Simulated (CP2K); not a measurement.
Two runs for the C K edge of 2-methoxythiophene. Run A: CP2K XAS_TDP, all-electron GAPW, PBEh(45%), aug-cc-pVDZ, TDA, no relativity. Run B differs in one setting.

First lines with a strength over 0.0015. A:

| atom | energy (eV) | states | strength, one atom |
| --- | --- | --- | --- |
| C1 (bonded to O and 3 H) | 284.95 | 1 | 0.0422 |
|  | 286.10 | 2 | 0.0389 |
|  | 286.24 | 1 | 0.0119 |
|  | 287.06 | 1 | 0.0028 |
|  | 287.30 | 1 | 0.0071 |
| C3 (bonded to C, O and S) | 283.57 | 1 | 0.0597 |
|  | 285.65 | 1 | 0.0388 |
|  | 286.83 | 1 | 0.0100 |
|  | 287.00 | 1 | 0.0042 |
|  | 287.42 | 1 | 0.0019 |
| C4 (bonded to 2 C and H) | 282.30 | 1 | 0.0388 |
|  | 283.92 | 1 | 0.0126 |
|  | 284.04 | 1 | 0.0091 |
|  | 285.16 | 1 | 0.0047 |
|  | 285.31 | 1 | 0.0016 |
| C5 (bonded to 2 C and H) | 281.80 | 1 | 0.0487 |
|  | 284.30 | 1 | 0.0098 |
|  | 284.64 | 1 | 0.0078 |
|  | 284.91 | 1 | 0.0057 |
|  | 285.96 | 1 | 0.0018 |
| C6 (bonded to C, S and H) | 282.04 | 1 | 0.0477 |
|  | 284.07 | 1 | 0.0312 |
|  | 284.79 | 1 | 0.0137 |
|  | 285.63 | 1 | 0.0034 |
|  | 286.19 | 1 | 0.0035 |

B:

| atom | energy (eV) | states | strength, one atom |
| --- | --- | --- | --- |
| C1 (bonded to O and 3 H) | 289.03 | 1 | 0.0590 |
|  | 290.63 | 1 | 0.0396 |
|  | 290.68 | 1 | 0.0418 |
|  | 292.29 | 1 | 0.0045 |
|  | 292.42 | 1 | 0.0078 |
| C3 (bonded to C, O and S) | 287.48 | 1 | 0.0687 |
|  | 290.01 | 1 | 0.0516 |
|  | 291.51 | 1 | 0.0237 |
|  | 293.38 | 1 | 0.0038 |
|  | 293.73 | 1 | 0.0031 |
| C4 (bonded to 2 C and H) | 286.44 | 1 | 0.0519 |
|  | 288.82 | 2 | 0.0243 |
|  | 289.83 | 1 | 0.0022 |
|  | 290.27 | 1 | 0.0080 |
|  | 290.36 | 1 | 0.0018 |
| C5 (bonded to 2 C and H) | 285.80 | 1 | 0.0590 |
|  | 289.08 | 1 | 0.0172 |
|  | 289.67 | 1 | 0.0059 |
|  | 290.07 | 1 | 0.0095 |
|  | 290.40 | 1 | 0.0018 |
| C6 (bonded to C, S and H) | 286.11 | 1 | 0.0557 |
|  | 288.42 | 1 | 0.0445 |
|  | 289.54 | 1 | 0.0194 |
|  | 290.75 | 1 | 0.0020 |
|  | 290.89 | 1 | 0.0024 |

**Question.** Which was it: scalar relativity switched on, the basis, GW2X switched on, the functional?

The functional (functional from PBEh(45%) to PBEh(60%); the lines alone don't name the new value). A functional moves all lines by electronvolts and changes their spacings and strengths. Against PBEh(45%) in aug-cc-pVDZ, the leading lines move by +4.08 eV (C1, to 289.03), +3.91 eV (C3, to 287.48), +4.14 eV (C4, to 286.44), +4.00 eV (C5, to 285.80) and +4.07 eV (C6, to 286.11); the strength of C1's goes from 0.0422 to 0.0590. The next line of C1 over the strength cut lies 1.60 eV higher, against 1.15.

[Hosts, paths, dates, database ids (printed as entryN), source tags and the programs' standing remarks are cut or masked in the printed files.]
